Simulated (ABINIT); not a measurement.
# A GW chain in ABINIT: Ca2Si (Fm-3m), part 2 of 2

How does a plane-wave GW calculation on Ca2Si (Fm-3m) run from the first input to the gap?

ABINIT 10.8.3; LDA and many-body steps on it, plane waves. Known limits of the many-body steps: not at the basis limit; mesh may overstate the screening; coarse k mesh.

So far. Step 2 (Ground state): The gap is direct, at (0.500, 0.500, 0.000). Step 3 (Empty states on the mesh, 2×2×2 mesh, 53 bands): On this mesh the gap is 0.509 eV.

### Step 4. Screening, 2×2×2 mesh, 49 bands, screening to 87.1 eV

The RPA dielectric matrix is built and inverted for each q.

This step: RPA screening on LDA, plane waves, norm-conserving pseudopotentials.

The input, run.abi:

```
acell 3*1.0 Angstrom
rprim 
  -0.000000000000 3.585232820000 3.585232820000
  3.585232820000 -0.000000000000 3.585232820000
  3.585232820000 3.585232820000 -0.000000000000
ntypat 2
znucl 20 14
natom 3
typat 1 1 2
xred 
  0.750000000000 0.750000000000 0.750000000000
  0.250000000000 0.250000000000 0.250000000000
  0.000000000000 0.000000000000 0.000000000000
pp_dirpath "pseudos"
pseudos "Ca.upf, Si.upf"
ecut 30
ngkpt 2 2 2
nshiftk 1
shiftk 0 0 0
kptopt 1
chksymbreak 0
istwfk *1
occopt 1
irdwfk 1
optdriver 3
nband 49
ecuteps 3.2
inclvkb 2
awtr 1
symchi 1
indata_prefix "in"
outdata_prefix "out"
tmpdata_prefix "tmp"
```

Run with:

```
OMP_NUM_THREADS=1 mpirun -n 4 abinit run.abi > log
```

Numbers of over 12 decimals in the logs are rounded to 6 here.

The program printed:

```text
.Version 10.8.3 of ABINIT. v10.8.2 released Aug 2026.

 Symmetries : space group Fm -3 m (#225); Bravais cF (face-center cubic)
[... echo of the input left out ...]
== DATASET  1 ==================================================================
-   mpi_nproc: 4, omp_nthreads: 1 (-1 if OMP is not activated)

--- !DatasetInfo
iteration_state: {dtset: 1, }
dimensions: {natom: 3, nkpt: 3, mband: 49, nsppol: 1, nspinor: 1, nspden: 1, mpw: 4910, }
cutoff_energies: {ecut:  30.0, pawecutdg:  -1.0, }
electrons: {nelect:   2.40000000E+01, charge:   0.00000000E+00, occopt:   1.00000000E+00, tsmear:   1.00000000E-02, }

 SCREENING: Calculation of the susceptibility and dielectric matrices

 Based on a program developped by R.W. Godby, V. Olevano, G. Onida, and L. Reining.
 Incorporated in ABINIT by V. Olevano, G.-M. Rignanese, and M. Torrent.
.Using double precision arithmetic ; gwpc =  8

[... cell and pseudopotentials left out ...]
--------------------------------------------------------------------------------

 ==== K-mesh for the wavefunctions ====
 Number of points in the irreducible wedge :     3
[... list of points left out ...]
 Together with 48 symmetry operations and time-reversal symmetry
 yields     8 points in the full Brillouin Zone.

 ==== Q-mesh for the screening function ====
 Number of points in the irreducible wedge :     3
[... list of points left out ...]
 Together with 48 symmetry operations and time-reversal symmetry
 yields     8 points in the full Brillouin Zone.

 setmesh: FFT mesh size selected  =    32x   32x   32
          total number of points  =        32768

 vcoul_init : cutoff-mode = AUXILIARY_FUNCTION
 q-points for optical limit:   1
     1)      0.000010    0.000020    0.000030

- screening: taking advantage of time-reversal symmetry
- Maximum band index for partially occupied states nbvw = 12
- Remaining bands to be divided among processors   nbcw = 37
- Number of bands treated by each node ~9

 Number of electrons calculated from density =   24.0000; Expected =   24.0000
 average of density, n =  0.038586
 r_s =    1.8358
 omega_plasma =   18.9484 [eV]

 calculating chi0 at frequencies [eV] :
  1    0.000000E+00    0.000000E+00
  2    0.000000E+00    1.894837E+01

--------------------------------------------------------------------------------
  q-point number  1        q = ( 0.000000, 0.000000, 0.000000) [r.l.u.]
--------------------------------------------------------------------------------
[... chi0 elements left out ...]
 For q-point:  0.000010 0.000020 0.000030
  dielectric constant =  68.2613
  dielectric constant without local fields =  90.5828

  Average fulfillment of the sum rule on Im[epsilon] for q-point    1 :     49.94  [%]
[... wings left out ...]
  q-point number  2        q = ( 0.500000, 0.000000, 0.000000) [r.l.u.]
--------------------------------------------------------------------------------
[... chi0 elements left out ...]
  Average fulfillment of the sum rule on Im[epsilon] for q-point    2 :     59.03  [%]

 [... 1 further q-points ...]
```

The job ended after 3.7 s (4 MPI ranks of Arm Neoverse V1, shared host; peak memory 0.52 GiB).

Numbers from this step:

* ε∞ with local fields, on this mesh, along the program's q direction: 68.26
* the same without local fields: 90.58
* plasma frequency: 18.95 eV
* plane waves in the screening matrix: 169

Local fields lower ε∞ by 25 %. On a Γ-centred mesh this coarse the value itself is usually too large, while a short band sum pulls it down.

### Step 5. Self-energy, 2×2×2 mesh, 49 bands, screening to 87.1 eV

The self-energy is evaluated for the states that the input lists, and the levels follow from it, in one-shot runs by the linearised quasiparticle equation.

This step: G0W0 on LDA, plane waves, norm-conserving pseudopotentials.

run.abi: that of step 4 with these lines changed.

```diff
@@ -24,8 +24,17 @@
 irdwfk 1
-optdriver 3
+optdriver 4
 nband 49
+gwcalctyp 0
+ecutsigx 30
+symsigma 1
+nkptgw 2
+kptgw 
+  0.5000000000 0.5000000000 0.0000000000
+  0.0000000000 0.0000000000 0.0000000000
+bdgw 
+  11 14
+  10 15
 ecuteps 3.2
-inclvkb 2
-awtr 1
-symchi 1
+irdscr 1
+ppmodel 1
 indata_prefix "in"
```

The program printed:

```text
.Version 10.8.3 of ABINIT. v10.8.2 released Aug 2026.

 Symmetries : space group Fm -3 m (#225); Bravais cF (face-center cubic)
[... echo of the input left out ...]
== DATASET  1 ==================================================================
-   mpi_nproc: 4, omp_nthreads: 1 (-1 if OMP is not activated)

--- !DatasetInfo
iteration_state: {dtset: 1, }
dimensions: {natom: 3, nkpt: 3, mband: 49, nsppol: 1, nspinor: 1, nspden: 1, mpw: 4910, }
cutoff_energies: {ecut:  30.0, pawecutdg:  -1.0, }
electrons: {nelect:   2.40000000E+01, charge:   0.00000000E+00, occopt:   1.00000000E+00, tsmear:   1.00000000E-02, }

 SIGMA: Calculation of the GW corrections

 Based on a program developped by R.W. Godby, V. Olevano, G. Onida, and L. Reining.
 Incorporated in ABINIT by V. Olevano, G.-M. Rignanese, and M. Torrent.
.Using double precision arithmetic ; gwpc =  8

[... cell and pseudopotentials left out ...]
--------------------------------------------------------------------------------

 ==== K-mesh for the wavefunctions ====
 Number of points in the irreducible wedge :     3
[... list of points left out ...]
 Together with 48 symmetry operations and time-reversal symmetry
 yields     8 points in the full Brillouin Zone.

 ==== Q-mesh for screening function ====
 Number of points in the irreducible wedge :     3
[... list of points left out ...]
 Together with 48 symmetry operations and time-reversal symmetry
 yields     8 points in the full Brillouin Zone.

 vcoul_init : cutoff-mode = AUXILIARY_FUNCTION
 q-points for optical limit:   1
     1)      0.000010    0.000020    0.000030
 setmesh: FFT mesh size selected  =    48x   48x   48
          total number of points  =       110592

 Number of electrons calculated from density =   24.0000; Expected =   24.0000
 average of density, n =  0.038586
 r_s =    1.8358
 omega_plasma =   18.9484 [eV]

 === KS Band Gaps ===
  >>>> For spin  1
   Minimum direct gap =   0.5088 [eV], located at k-point      :   0.5000  0.5000  0.0000
   Fundamental gap    =   0.5088 [eV], Top of valence bands at :   0.5000  0.5000  0.0000
                                       Bottom of conduction at :   0.5000  0.5000  0.0000
 SIGMA fundamental parameters:
 PLASMON POLE MODEL  1
 number of plane-waves for SigmaX                 4909
 number of plane-waves for SigmaC and W            169
 number of plane-waves for wavefunctions          4909
 number of bands                                    49
 number of independent spin polarizations            1
 number of spinorial components                      1
 number of k-points in IBZ                           3
 number of q-points in IBZ                           3
 number of symmetry operations                      48
 number of k-points in BZ                            8
 number of q-points in BZ                            8
 number of frequencies for dSigma/dE                 9
 frequency step for dSigma/dE [eV]                0.25
 number of omega for Sigma on real axis              0
 max omega for Sigma on real axis  [eV]           0.00
 zcut for avoiding poles [eV]                     0.10

 EPSILON^-1 parameters (SCR file):
 dimension of the eps^-1 matrix on file            169
 dimension of the eps^-1 matrix used               169
 number of plane-waves for wavefunctions          4909
 number of bands                                    49
 number of q-points in IBZ                           3
 number of frequencies                               2
 number of real frequencies                          1
 number of imag frequencies                          1

 matrix elements of self-energy operator (all in [eV])

 Perturbative Calculation

--- !SelfEnergy_ee
iteration_state: {dtset: 1, }
kpoint     : [   0.500,    0.500,    0.000, ]
spin       : 1
KS_gap     :    0.509
QP_gap     :    1.032
Delta_QP_KS:    0.523
data: !SigmaeeData |
     Band     E0 <VxcDFT>   SigX SigC(E0)      Z dSigC/dE  Sig(E)    E-E0       E
       11   3.544  -9.945 -11.419   1.689   0.754  -0.326  -9.783   0.162   3.706
       12   3.544  -9.945 -11.419   1.689   0.754  -0.326  -9.783   0.162   3.706
       13   4.053  -8.148  -3.922  -3.343   0.776  -0.289  -7.463   0.685   4.738
       14   5.109 -10.552  -5.178  -3.749   0.766  -0.305  -9.307   1.245   6.354

--- !SelfEnergy_ee
iteration_state: {dtset: 1, }
kpoint     : [   0.000,    0.000,    0.000, ]
spin       : 1
KS_gap     :    2.037
QP_gap     :    2.133
Delta_QP_KS:    0.097
data: !SigmaeeData |
     Band     E0 <VxcDFT>   SigX SigC(E0)      Z dSigC/dE  Sig(E)    E-E0       E
       10   3.150 -10.302 -11.207   1.483   0.753  -0.328  -9.866   0.435   3.586
       11   3.150 -10.302 -11.207   1.483   0.753  -0.328  -9.866   0.435   3.586
       12   3.150 -10.302 -11.207   1.483   0.753  -0.328  -9.866   0.435   3.586
       13   5.187  -8.012  -3.754  -3.568   0.771  -0.297  -7.480   0.532   5.719
       14   5.307 -11.657  -5.687  -3.958   0.761  -0.314 -10.125   1.532   6.839
       15   5.307 -11.657  -5.687  -3.958   0.761  -0.314 -10.125   1.532   6.839

== END DATASET(S) ==============================================================
================================================================================

 -outvars: echo values of variables after computation  --------
           etotal      0.0000000000E+00
            nband          49
             nkpt           3
          spgroup         225
 [... the other variables as echoed above ...]

 Calculation completed.
```

Elapsed: 3.7 s, on 4 MPI ranks; peak memory 0.58 GiB.

Numbers from this step:

| Quantity | Value |
| --- | --- |
| G0W0 gap on the points computed | 1.032 eV |
| starting gap on the mesh | 0.5089 eV |
| k of the valence top | 0.5, 0.5, 0 |
| k of the conduction bottom | 0.5, 0.5, 0 |
| Z at the valence top | 0.754 |
| Z at the conduction bottom | 0.776 |
| least direct G0W0 gap on the computed points | 1.032 eV |

The gap on the mesh goes from 0.51 eV to 1.03 eV, a correction of +0.52 eV.

Limits: finite bands, cutoff and mesh; coarse k mesh. v1 is the top filled band, c1 the lowest empty one. The levels before and after the correction (eV, zero at the valence-band top of each column):

|  | conduction bottom | valence top |
| --- | --- | --- |
| Kohn-Sham | 0.51 | 0.00 |
| G0W0 | 1.03 | 0.00 |

|  | level | energy (eV) |
| --- | --- | --- |
| Kohn-Sham | (0.5 0.5 0) v2-v1 | 0.000 |
| Kohn-Sham | (0.5 0.5 0) c1 | 0.509 |
| Kohn-Sham | (0.5 0.5 0) c2 | 1.565 |
| G0W0 | (0.5 0.5 0) v2-v1 | 0.000 |
| G0W0 | (0.5 0.5 0) c1 | 1.032 |
| G0W0 | (0.5 0.5 0) c2 | 2.648 |

### Step 6. Where the time went

Times are wall times on 4 MPI ranks of Arm Neoverse V1, shared host, good to a factor of about two.

| step | time | share | memory (GiB) |
| --- | --- | --- | --- |
| ground state | 16 s | 50 % | 0.34 |
| empty states on the mesh | 9 s | 28 % | 0.28 |
| screening | 3.7 s | 11 % | 0.52 |
| self-energy | 3.7 s | 11 % | 0.58 |

### Step 7. Summary of results

- LDA gap: 0.51 eV, direct
- G0W0 gap on the mesh: 1.03 eV
- GW settings: 2×2×2 mesh, 49 bands, screening to 87.1 eV, Godby-Needs plasmon pole
- known limits: not at the basis limit; mesh may overstate the screening; coarse k mesh

**Reading.** G0W0 moves the gap on the mesh from 0.51 eV to 1.03 eV (+0.52 eV), with Z of 0.75 and 0.78 at the edges. Local fields lower the RPA ε∞ on this mesh from 90.58 to 68.26; a Γ-centred mesh this coarse tends to raise both, most where the direct gap is narrow, while a short band sum lowers them. Only 2 of the mesh's irreducible points were corrected, so a valley elsewhere could overtake. The dearest step here is «ground state». Bands and cutoff are finite, so the gap is not at the basis limit. The miss can reach some tenths of an eV and take either sign; the mesh is an error of its own. In the G0W0 run levels were corrected at 2 k points alone, so a gap called «on the mesh» is the least over those, and an edge elsewhere would be missed. The 2×2×2 mesh is coarse for this cell, which bears on the long-range parts of exchange and screening. The RPA ε∞ on this mesh reaches over 25; with a narrow direct gap a coarse mesh can overstate it, and the correction is then too small.

[Paths, hosts, dates, memory and timing lines, banners, echoed tables and standing remarks are left out of the program output.]

[Logs are printed without paths, hosts, clocks, repeated set-up lines and the standing remarks that a program may print on its own settings, such as how far it seeks lower states.]

[Runs of the session that timed out or met a known fault of the program may be left out.]

[Hosts, paths, dates, database ids (printed as entryN), source tags and the programs' standing remarks are cut or masked in the printed files.]

[G0W0 gaps are taken among the corrected bands and points alone; a level outside them can change the order at an edge.]

[Where Ansatz stands beside ABINIT at settings called matched, ABINIT's density can come from a denser mesh and the files from another edition; pairs whose starting gaps differed by over 0.03 eV were left out, so agreement reads better than it is.]
